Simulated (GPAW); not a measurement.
**S/Hf(0001): simulated STM images**

Wanted: filled- and empty-state images of S/Hf(0001), with its work function.

Calculated with GPAW 26.7.0; GPAW, PAW setups; slab in vacuum, relaxation, in the first sound run; inputs show where later runs differ.

## (1) Set-up

The cell holds 5 atoms: 4 Hf and 1 S. Cell: a = 3.200 Å, b = 3.200 Å, c = 25.881 Å, α = 90.0°, β = 90.0°, γ = 60.0°. Vacuum lies along c.

## (2) Relaxing the atoms

The atoms are relaxed first, since the surface dipole, and with it the work function, follows the positions of the outer layers. The lowest 2 atoms are held at bulk positions and keep their forces.

The input, run.py:

```python
import json
import numpy as np
from ase import Atoms
from ase.constraints import FixAtoms
from ase.optimize import BFGS
from gpaw import GPAW, PW

slab = Atoms(
    ['Hf', 'Hf', 'Hf', 'Hf', 'S'],
    positions=[
        [3.20000, 1.84752, 8.00000],
        [0.00000, 0.00000, 10.53120],
        [3.20000, 1.84752, 13.06240],
        [0.00000, 0.00000, 15.59360],
        [1.60000, 0.92376, 17.88058]],
    cell=[[3.2, 0.0, 0.0], [1.6, 2.77128, 0.0], [0.0, 0.0, 25.88058]],
    pbc=[True, True, False])

slab.calc = GPAW(mode=PW(400), xc='PBE', kpts={'size': (11, 11, 1), 'gamma': True},
                 occupations={'name': 'fermi-dirac', 'width': 0.1}, nbands='160%',
                 convergence={'density': 1e-05}, maxiter=200,
                 poissonsolver={'dipolelayer': 'xy'},
                 symmetry={'tolerance': 1e-3, 'extra_ids': [1, 1, 0, 0, 0]}, txt='slab.txt')
result = {}
slab.set_constraint(FixAtoms([0, 1]))
path = []
opt = BFGS(slab, maxstep=0.2)
opt.attach(lambda: path.append((slab.get_potential_energy(), slab.positions.tolist(), slab.get_forces().tolist())))
result['relaxed'] = bool(opt.run(fmax=0.03, steps=40))
result['path'] = path
energy = slab.get_potential_energy()
fermi = slab.calc.get_fermi_level()
v = slab.calc.get_electrostatic_potential().mean((0, 1)) - fermi
n = slab.calc.get_pseudo_density().mean((0, 1))
L = slab.cell[2, 2]
z = np.arange(len(v)) * L / len(v)
low, high = slab.positions[:, 2].min(), slab.positions[:, 2].max()
below, above = np.interp([low - 5.8, high + 5.8], z, v)
slopes = [np.interp(x, z, np.gradient(v, z)) for x in (low - 5.8, high + 5.8)]
eps = np.array([[slab.calc.get_eigenvalues(k, s) for k in range(len(slab.calc.get_ibz_k_points()))]
                for s in range(slab.calc.get_number_of_spins())]) - fermi
top, bottom = eps[eps < 0].max(), eps[eps > 0].min()
dipole = slab.get_dipole_moment()[2]
print(f'energy {energy:.4f} eV, Fermi level {fermi:.4f} eV, dipole {dipole:.5f} e A')
print(f'potential 5.8 A off the faces, from the Fermi level: lower {below:.4f} eV, upper {above:.4f} eV')
print(f'slope of the potential there: lower {slopes[0]:.5f}, upper {slopes[1]:.5f} eV/A')
print(f'nearest levels on the mesh: {top:.4f} and {bottom:.4f} eV')
print('magnetic moment', round(slab.get_magnetic_moment(), 3))
result.update(energy=energy, fermi=fermi, dipole=dipole, below=below, above=above, slopes=slopes, edges=[top, bottom],
              z=z.tolist(), v=v.tolist(), n=n.tolist(), positions=slab.positions.tolist(),
              forces=slab.get_forces(apply_constraint=False).tolist(), moments=slab.get_magnetic_moments().tolist())
json.dump(result, open('result.json', 'w'))
```

On the command line:

```console
> OMP_NUM_THREADS=1 OPENBLAS_NUM_THREADS=1 python run.py
```

Log:

```text
Step          Energy          fmax
BFGS:    0      -33.569002        2.592184
BFGS:    1      -33.740457        2.519821
BFGS:    2      -34.469756        1.726282
BFGS:    3      -34.510115        2.703349
BFGS:    4      -34.665431        0.992117
BFGS:    5      -34.694114        0.341942
BFGS:    6      -34.698974        0.380640
BFGS:    7      -34.708693        0.499998
BFGS:    8      -34.718494        0.399391
BFGS:    9      -34.721977        0.181165
BFGS:   10      -34.723070        0.144244
BFGS:   11      -34.723858        0.152658
BFGS:   12      -34.725886        0.249966
BFGS:   13      -34.729926        0.348896
BFGS:   14      -34.735551        0.360774
BFGS:   15      -34.740106        0.219529
BFGS:   16      -34.741743        0.054322
BFGS:   17      -34.741876        0.002244
energy -34.6483 eV, Fermi level 1.5744 eV, dipole -0.07203 e A
potential 5.8 A off the faces, from the Fermi level: lower 4.3793 eV, upper 5.8414 eV
slope of the potential there: lower -0.00030, upper -0.00005 eV/A
nearest levels on the mesh: -0.0147 and 0.0023 eV
magnetic moment 0.0
```

Elapsed: 28 min, on 1 thread of Arm Neoverse V1, shared host; peak memory 0.24 GiB.

The steps of the relaxation:

| step | energy less that of the first step (eV) | largest force (eV/Å) |
| --- | --- | --- |
| 1 | 0.0000 | 2.5922 |
| 2 | -0.1709 | 2.5198 |
| 3 | -0.8896 | 1.7263 |
| 4 | -0.9313 | 2.7033 |
| 5 | -1.0905 | 0.9921 |
| 6 | -1.1189 | 0.3419 |
| 7 | -1.1238 | 0.3806 |
| 8 | -1.1339 | 0.5000 |
| 9 | -1.1448 | 0.3994 |
| 10 | -1.1490 | 0.1812 |
| 11 | -1.1502 | 0.1442 |
| 12 | -1.1510 | 0.1527 |
| 13 | -1.1531 | 0.2500 |
| 14 | -1.1571 | 0.3489 |
| 15 | -1.1628 | 0.3608 |
| 16 | -1.1674 | 0.2195 |
| 17 | -1.1690 | 0.0543 |
| 18 | -1.1691 | 0.0022 |

The atoms that moved most (Å):

```csv
atom,dx,dy,dz,length
S5,0.000,0.000,-0.560,0.560
Hf4,0.000,0.000,0.088,0.088
Hf3,0.000,0.000,0.056,0.056
```

Final coordinates:

```cif
data_structure
_symmetry_space_group_name_H-M 'P 1'
_symmetry_Int_Tables_number 1
_cell_length_a 3.2000
_cell_length_b 3.2000
_cell_length_c 25.8806
_cell_angle_alpha 90.000
_cell_angle_beta 90.000
_cell_angle_gamma 60.000
_cell_volume 229.51
loop_
_atom_site_label
_atom_site_type_symbol
_atom_site_fract_x
_atom_site_fract_y
_atom_site_fract_z
_atom_site_occupancy
Hf1 Hf 0.66667 0.66667 0.30911 1
Hf2 Hf 0.00000 0.00000 0.40692 1
Hf3 Hf 0.66667 0.66667 0.50690 1
Hf4 Hf 0.00000 0.00000 0.60593 1
S5 S 0.33333 0.33333 0.66924 1
```

Numbers from this step:

| Quantity | Value |
| --- | --- |
| dipole along the normal | -0.07203 e·Å |
| levels nearest the Fermi level on the mesh | -0.01470, 0.002255 eV from the Fermi level |
| upper work function | 5.841 eV |
| lower work function | 4.379 eV |

The electrostatic potential energy of an electron (without an applied field's), less the Fermi level, planar mean oscillates, so the rows of the table below give means over windows of 2.59 Å about each position, cut where the curve ends. Its maxima inside the range that stand out by 2 % of the span (Å: eV): 9.3: -0.382, 11.9: -0.333, 14.4: -0.185, 16.6: -5.18. Its minima: 8.0: -22.8, 10.6: -22.6, 13.2: -22.3, 15.6: -22.4, 17.4: -17.7.

The electrostatic potential energy of an electron (without an applied field's), less the Fermi level, planar mean by z; means over each step:

```csv
z (Å),"electrostatic potential energy of an electron (without an applied field's), less the Fermi level, planar mean (eV)"
1.29,4.43
3.88,4.36
6.47,-1.00
9.06,-10.0
11.65,-9.61
14.24,-9.58
16.84,-11.3
19.42,5.38
22.02,5.84
24.60,5.81
```

Table of pseudo valence density, planar mean by z:

| z (Å) | pseudo valence density, planar mean (e/Å³) |
| --- | --- |
| 3.5 | 8.7e-5 |
| 4.0 | 2.7e-4 |
| 4.5 | 8.1e-4 |
| 5.0 | 0.00245 |
| 5.5 | 0.00729 |
| 6.0 | 0.0200 |
| 6.5 | 0.0512 |
| 7.0 | 0.151 |
| 7.5 | 0.545 |
| 8.0 | 1.16 |
| 8.5 | 0.562 |
| 9.0 | 0.225 |
| 9.5 | 0.214 |
| 10.0 | 0.523 |
| 10.5 | 1.13 |
| 11.0 | 0.581 |
| 11.5 | 0.222 |
| 12.0 | 0.193 |
| 12.5 | 0.411 |
| 13.0 | 1.08 |
| 13.5 | 0.724 |
| 14.0 | 0.253 |
| 14.5 | 0.190 |
| 15.0 | 0.373 |
| 15.5 | 1.03 |
| 16.0 | 0.851 |
| 16.5 | 0.455 |
| 17.0 | 0.490 |
| 17.5 | 0.404 |
| 18.0 | 0.261 |
| 18.5 | 0.0685 |
| 19.0 | 0.0133 |
| 19.5 | 0.00273 |
| 20.0 | 5.5e-4 |
| 20.5 | 1.1e-4 |

The relaxation lowered the energy of the cell by 1.17 eV (energies extrapolated to zero smearing; the optimiser's log prints free energies). The largest force left on a free atom is 0.0022 eV/Å.

## (3) The slab's potential

The work function is the vacuum plateau of the electrostatic potential less the Fermi level; a dipole layer lets the two faces have plateaus of their own.

This step: GPAW, PAW setups; slab in vacuum (GPAW 26.7.0).

Changes to run.py since step 2:

```diff
@@ -3,4 +3,3 @@
 from ase import Atoms
-from ase.constraints import FixAtoms
-from ase.optimize import BFGS
+from ase.dft.stm import STM
 from gpaw import GPAW, PW
@@ -12,5 +11,5 @@
         [0.00000, 0.00000, 10.53120],
-        [3.20000, 1.84752, 13.06240],
-        [0.00000, 0.00000, 15.59360],
-        [1.60000, 0.92376, 17.88058]],
+        [3.20000, 1.84752, 13.11884],
+        [-0.00000, -0.00000, 15.68174],
+        [1.60000, 0.92376, 17.32029]],
     cell=[[3.2, 0.0, 0.0], [1.6, 2.77128, 0.0], [0.0, 0.0, 25.88058]],
@@ -22,10 +21,4 @@
                  poissonsolver={'dipolelayer': 'xy'},
-                 symmetry={'tolerance': 1e-3, 'extra_ids': [1, 1, 0, 0, 0]}, txt='slab.txt')
+                 symmetry={'tolerance': 1e-3}, txt='slab.txt')
 result = {}
-slab.set_constraint(FixAtoms([0, 1]))
-path = []
-opt = BFGS(slab, maxstep=0.2)
-opt.attach(lambda: path.append((slab.get_potential_energy(), slab.positions.tolist(), slab.get_forces().tolist())))
-result['relaxed'] = bool(opt.run(fmax=0.03, steps=40))
-result['path'] = path
 energy = slab.get_potential_energy()
@@ -51,2 +44,16 @@
               forces=slab.get_forces(apply_constraint=False).tolist(), moments=slab.get_magnetic_moments().tolist())
+
+# Images need the states of the whole zone, up to time reversal
+slab.calc = slab.calc.fixed_density(symmetry={'point_group': False}, txt='states.txt', nbands='280%',
+                                    convergence={'bands': 'CBM+2.3'})
+stm = STM(slab)
+result['stm'] = []
+for bias in [-1.5, 2.0]:
+    height = high + 4.0
+    current = stm.get_averaged_current(bias, height)
+    x, y, h = stm.scan(bias, current)
+    i, f = divmod(height / L * stm.ldos.shape[2], 1)
+    I = abs((1 - f) * stm.ldos[:, :, int(i)] + f * stm.ldos[:, :, int(i) + 1])
+    print(f'bias {bias} V: mean current at 4.0 A {current:.4e}, corrugation {np.ptp(h):.4f} A')
+    result['stm'].append(dict(bias=bias, current=current, h=(h - high).tolist(), I=I.tolist()))
 json.dump(result, open('result.json', 'w'))
```

Log:

```text
energy -34.6483 eV, Fermi level 1.5744 eV, dipole -0.07205 e A
potential 5.8 A off the faces, from the Fermi level: lower 4.3793 eV, upper 5.8414 eV
slope of the potential there: lower -0.00029, upper -0.00006 eV/A
nearest levels on the mesh: -0.0147 and 0.0023 eV
magnetic moment 0.0
bias -1.5 V: mean current at 4.0 A 2.9624e-06, corrugation 0.1563 A
bias 2.0 V: mean current at 4.0 A 6.9821e-06, corrugation 0.0815 A
```

Wall time 5.3 min (1 thread); peak memory 0.65 GiB.

Numbers from this step:

* dipole along the normal: -0.07205 e·Å
* levels nearest the Fermi level on the mesh: -0.01471, 0.002288 eV from the Fermi level
* corrugation -1.5: 0.1563 Å
* corrugation 2: 0.08146 Å

Electrostatic potential energy of an electron (without an applied field's), less the Fermi level, planar mean against z:

| z (Å) | electrostatic potential energy of an electron (without an applied field's), less the Fermi level, planar mean (eV) |
| --- | --- |
| 0.0 | 5.11 |
| 0.5 | 4.38 |
| 1.0 | 4.38 |
| 1.5 | 4.38 |
| 2.0 | 4.38 |
| 2.5 | 4.38 |
| 3.0 | 4.38 |
| 3.5 | 4.38 |
| 4.0 | 4.37 |
| 4.5 | 4.35 |
| 5.0 | 4.29 |
| 5.5 | 4.11 |
| 6.0 | 3.58 |
| 6.5 | 2.08 |
| 7.0 | -1.90 |
| 7.5 | -12.3 |
| 8.0 | -22.8 |
| 8.5 | -11.8 |
| 9.0 | -1.71 |
| 9.5 | -1.35 |
| 10.0 | -10.8 |
| 10.5 | -22.4 |
| 11.0 | -12.8 |
| 11.5 | -2.16 |
| 12.0 | -0.830 |
| 12.5 | -8.42 |
| 13.0 | -21.5 |
| 13.5 | -15.1 |
| 14.0 | -2.93 |
| 14.5 | -0.363 |
| 15.0 | -6.71 |
| 15.5 | -20.4 |
| 16.0 | -17.1 |
| 16.5 | -5.70 |
| 17.0 | -11.2 |
| 17.5 | -14.4 |
| 18.0 | 0.219 |
| 18.5 | 4.68 |
| 19.0 | 5.61 |
| 19.5 | 5.79 |
| 20.0 | 5.83 |
| 20.5 | 5.84 |
| 21.0 | 5.84 |
| 21.5 | 5.84 |
| 22.0 | 5.84 |
| 22.5 | 5.84 |
| 23.0 | 5.84 |
| 23.5 | 5.84 |
| 24.0 | 5.84 |
| 24.5 | 5.84 |
| 25.0 | 5.84 |
| 25.5 | 5.78 |

The pseudo valence density, planar mean oscillates, so the rows of the table below give means over windows of 2.59 Å about each position, cut where the curve ends. Its maxima inside the range that stand out by 2 % of the span (Å: e/Å³): 8.0: 1.18, 10.6: 1.17, 13.2: 1.17, 15.7: 1.16, 17.0: 0.492. Its minima: 9.3: 0.193, 11.9: 0.179, 14.4: 0.184, 16.6: 0.445.

The pseudo valence density, planar mean by z; means over each step:

z (Å), pseudo valence density, planar mean (e/Å³) and a bar:
```
     1.29       0.00 
     3.88       0.00 
     6.47       0.16 #########
     9.06       0.55 #############################
    11.65       0.52 ############################
    14.24       0.53 #############################
    16.84       0.56 ##############################
    19.42       0.03 #
    22.02       0.00
```

Tip height over the top atom over a1 and a2. Sample bias -1.5 V, constant current at the mean current 4.0 Å over the top atom.

Values in Å, 15 rows by 15 columns:
```
3.93 3.93 3.94 3.95 3.97 3.98 4.00 4.00 4.00 4.00 4.00 3.98 3.97 3.95 3.94
3.95 3.94 3.95 3.95 3.96 3.97 3.98 3.99 3.99 3.99 3.99 3.98 3.97 3.96 3.95
3.97 3.96 3.96 3.97 3.97 3.97 3.98 3.98 3.99 3.99 3.99 3.98 3.98 3.97 3.97
3.98 3.98 3.98 3.98 3.98 3.98 3.98 3.98 3.98 3.99 3.99 3.98 3.98 3.98 3.98
4.00 4.00 4.00 4.00 4.00 4.00 4.00 3.99 3.99 3.99 3.99 3.99 3.99 3.99 4.00
4.01 4.01 4.02 4.02 4.02 4.01 4.01 4.00 3.99 3.99 3.99 3.99 3.99 3.99 4.00
4.01 4.02 4.03 4.04 4.04 4.03 4.02 4.01 4.00 3.99 3.99 3.98 3.99 3.99 4.00
4.01 4.03 4.04 4.06 4.07 4.06 4.04 4.03 4.01 4.00 3.99 3.98 3.98 3.99 4.00
4.01 4.02 4.04 4.06 4.07 4.07 4.06 4.04 4.02 4.01 4.00 3.98 3.98 3.98 4.00
4.00 4.01 4.03 4.06 4.07 4.08 4.07 4.06 4.03 4.01 4.00 3.98 3.97 3.97 3.98
3.98 4.00 4.02 4.04 4.07 4.07 4.07 4.07 4.04 4.02 4.00 3.98 3.97 3.96 3.97
3.97 3.98 4.00 4.02 4.04 4.06 4.06 4.06 4.04 4.02 4.00 3.98 3.97 3.95 3.95
3.95 3.96 3.98 4.00 4.02 4.03 4.04 4.04 4.03 4.02 4.00 3.98 3.96 3.95 3.94
3.93 3.94 3.96 3.98 4.00 4.01 4.02 4.03 4.02 4.01 4.00 3.98 3.96 3.94 3.93
3.92 3.93 3.95 3.97 3.98 4.00 4.01 4.01 4.01 4.01 4.00 3.98 3.97 3.95 3.93
```
Columns: a1 from 0 to 0.933; rows upwards: a2 from 0 to 0.933.

Local density of states summed over the bias window over a1 and a2. Sample bias -1.5 V, constant height 4.0 Å over the top atom.

Ten even steps from '0' (2.44 × 1e-6 arbitrary) to '9' (3.76 × 1e-6 arbitrary):
```
000112334332110
000112233332211
111112223332221
222222222332222
344443333333333
455555433333333
556776554332334
567888765332233
457899875432223
356899986532222
245789987542111
124578887542111
012456776542100
001245565542100
000123455432100
```
Columns: a1 from 0 to 0.933; rows upwards: a2 from 0 to 0.933.

Tip height over the top atom over a1 and a2. Sample bias 2 V, constant current at the mean current 4.0 Å over the top atom.

Ten even steps from '0' (3.958 Å) to '9' (4.039 Å):
```
001234445444321
111233444444332
322333334443333
444444434444344
555555444444444
566666544444444
567777655444445
578888875443344
568999986544344
567899987654334
456789987654333
345678987654322
124567887654211
012456676654210
001345555554310
```
Columns: a1 from 0 to 0.933; rows upwards: a2 from 0 to 0.933.

Local density of states summed over the bias window over a1 and a2. Sample bias 2 V, constant height 4.0 Å over the top atom.

Values in units of 1e-6 arbitrary, 15 rows by 15 columns:
```
6.4 6.4 6.5 6.6 6.7 6.9 6.9 6.9 7.0 6.9 6.9 6.9 6.7 6.6 6.5
6.5 6.5 6.5 6.6 6.7 6.8 6.8 6.8 6.8 6.8 6.8 6.8 6.8 6.7 6.6
6.7 6.6 6.6 6.7 6.7 6.8 6.8 6.8 6.8 6.8 6.8 6.8 6.8 6.8 6.7
6.9 6.9 6.8 6.9 6.9 6.9 6.8 6.8 6.8 6.9 6.9 6.8 6.8 6.8 6.9
7.0 7.0 7.1 7.1 7.0 7.0 6.9 6.8 6.8 6.9 6.9 6.9 6.8 6.8 6.9
7.1 7.2 7.2 7.3 7.2 7.2 7.1 6.9 6.8 6.8 6.9 6.9 6.8 6.8 6.9
7.1 7.3 7.4 7.5 7.5 7.4 7.3 7.1 7.0 6.8 6.8 6.8 6.8 6.8 7.0
7.1 7.3 7.5 7.6 7.6 7.6 7.5 7.3 7.1 6.9 6.8 6.8 6.8 6.8 6.9
7.1 7.3 7.5 7.6 7.7 7.7 7.6 7.5 7.3 7.1 6.9 6.8 6.8 6.8 6.9
7.0 7.2 7.4 7.6 7.7 7.8 7.7 7.6 7.4 7.2 7.0 6.9 6.8 6.8 6.9
6.9 7.0 7.2 7.5 7.6 7.7 7.7 7.6 7.5 7.2 7.0 6.9 6.7 6.7 6.7
6.7 6.9 7.1 7.3 7.5 7.6 7.6 7.6 7.5 7.3 7.1 6.9 6.7 6.6 6.6
6.5 6.6 6.8 7.1 7.2 7.4 7.5 7.5 7.4 7.2 7.1 6.8 6.6 6.5 6.5
6.4 6.5 6.6 6.9 7.0 7.2 7.3 7.3 7.3 7.2 7.0 6.9 6.6 6.5 6.4
6.3 6.4 6.5 6.7 6.9 7.0 7.1 7.1 7.1 7.1 7.0 6.9 6.7 6.5 6.4
```
Columns: a1 from 0 to 0.933; rows upwards: a2 from 0 to 0.933.

Force by atom:

| atom | x (eV/Å) | y (eV/Å) | z (eV/Å) | size |
| --- | --- | --- | --- | --- |
| Hf1 | 0.000 | 0.000 | 0.619 | 0.619 |
| Hf2 | 0.000 | 0.000 | -0.621 | 0.621 |
| Hf3 | 0.000 | 0.000 | 0.000 | 0.000 |
| Hf4 | 0.000 | 0.000 | 0.002 | 0.002 |
| S5 | 0.000 | 0.000 | -0.001 | 0.001 |

The potential is flat to 2.9e-4 eV/Å where it is read, so the vacuum is wide enough.

## (4) A changed run

One more run, with changed settings.

The input, run.py:

```python
import json
import numpy as np
from ase import Atoms
from gpaw import GPAW, PW

slab = Atoms(
    ['Hf', 'Hf', 'Hf', 'Hf', 'S'],
    positions=[
        [3.20000, 1.84752, 8.00000],
        [0.00000, 0.00000, 10.53120],
        [3.20000, 1.84752, 13.11884],
        [-0.00000, -0.00000, 15.68174],
        [1.60000, 0.92376, 17.32029]],
    cell=[[3.2, 0.0, 0.0], [1.6, 2.77128, 0.0], [0.0, 0.0, 25.88058]],
    pbc=[True, True, False])

slab.calc = GPAW(mode=PW(400), xc='PBE', kpts={'size': (11, 11, 1), 'gamma': True},
                 occupations={'name': 'fermi-dirac', 'width': 0.1}, nbands='160%',
                 convergence={'density': 1e-05}, maxiter=100,
                 poissonsolver={'dipolelayer': 'xy'},
                 symmetry={'tolerance': 1e-3}, txt='slab.txt')
result = {}
energy = slab.get_potential_energy()
fermi = slab.calc.get_fermi_level()
v = slab.calc.get_electrostatic_potential().mean((0, 1)) - fermi
n = slab.calc.get_pseudo_density().mean((0, 1))
L = slab.cell[2, 2]
z = np.arange(len(v)) * L / len(v)
low, high = slab.positions[:, 2].min(), slab.positions[:, 2].max()
below, above = np.interp([low - 1.0, high + 1.0], z, v)
slopes = [np.interp(x, z, np.gradient(v, z)) for x in (low - 1.0, high + 1.0)]
eps = np.array([[slab.calc.get_eigenvalues(k, s) for k in range(len(slab.calc.get_ibz_k_points()))]
                for s in range(slab.calc.get_number_of_spins())]) - fermi
top, bottom = eps[eps < 0].max(), eps[eps > 0].min()
dipole = slab.get_dipole_moment()[2]
print(f'energy {energy:.4f} eV, Fermi level {fermi:.4f} eV, dipole {dipole:.5f} e A')
print(f'potential 1.0 A off the faces, from the Fermi level: lower {below:.4f} eV, upper {above:.4f} eV')
print(f'slope of the potential there: lower {slopes[0]:.5f}, upper {slopes[1]:.5f} eV/A')
print(f'nearest levels on the mesh: {top:.4f} and {bottom:.4f} eV')
print('magnetic moment', round(slab.get_magnetic_moment(), 3))
result.update(energy=energy, fermi=fermi, dipole=dipole, below=below, above=above, slopes=slopes, edges=[top, bottom],
              z=z.tolist(), v=v.tolist(), n=n.tolist(), positions=slab.positions.tolist(),
              forces=slab.get_forces(apply_constraint=False).tolist(), moments=slab.get_magnetic_moments().tolist())
json.dump(result, open('result.json', 'w'))
```

Log:

```text
energy -34.6483 eV, Fermi level 1.5744 eV, dipole -0.07205 e A
potential 1.0 A off the faces, from the Fermi level: lower -1.8977 eV, upper 3.7831 eV
slope of the potential there: lower -12.63582, upper 6.72153 eV/A
nearest levels on the mesh: -0.0147 and 0.0023 eV
magnetic moment 0.0
```

Elapsed: 100 s, on 1 thread; peak memory 0.23 GiB.

The run finished. A setting was moved off its sound value on purpose, so it serves as a test and not as the result.

The fault put into the input: the potential probed 1 A off the face (probe = 1.0).

## (5) What came out

```json
{"work function, upper and lower face": "5.841 and 4.379 eV", "dipole along the normal": "-0.0720 e Å", "corrugation at -1.5 V": "0.156 Å", "corrugation at 2 V": "0.0815 Å"}
```

In words: The corrugation at constant current is largest at -1.5 V, where the tip height varies by 0.16 Å over the cell. Negative sample bias images filled states, positive bias empty ones. The two faces differ by 1.5 eV, the step that the slab's dipole makes (e p/(ε0 A) gives 1.5 eV), so the dipole layer is needed. The images are of Tersoff-Hamann type: an s-wave tip, no tip-sample forces, heights closer than in a microscope. The cell of 8.87 Å² holds one S, started on one chosen site; other sites and coverages weren't tried. The in-plane lattice was kept as typed, which isn't the functional's own and leaves some strain; spin-orbit coupling and temperature are left out.

[Logs are printed without paths, hosts, clocks, repeated set-up lines and the standing remarks that a program may print on its own settings, such as how far it seeks lower states.]

[Hosts, paths, dates, database ids (printed as entryN), source tags and the programs' standing remarks are cut or masked in the printed files.]
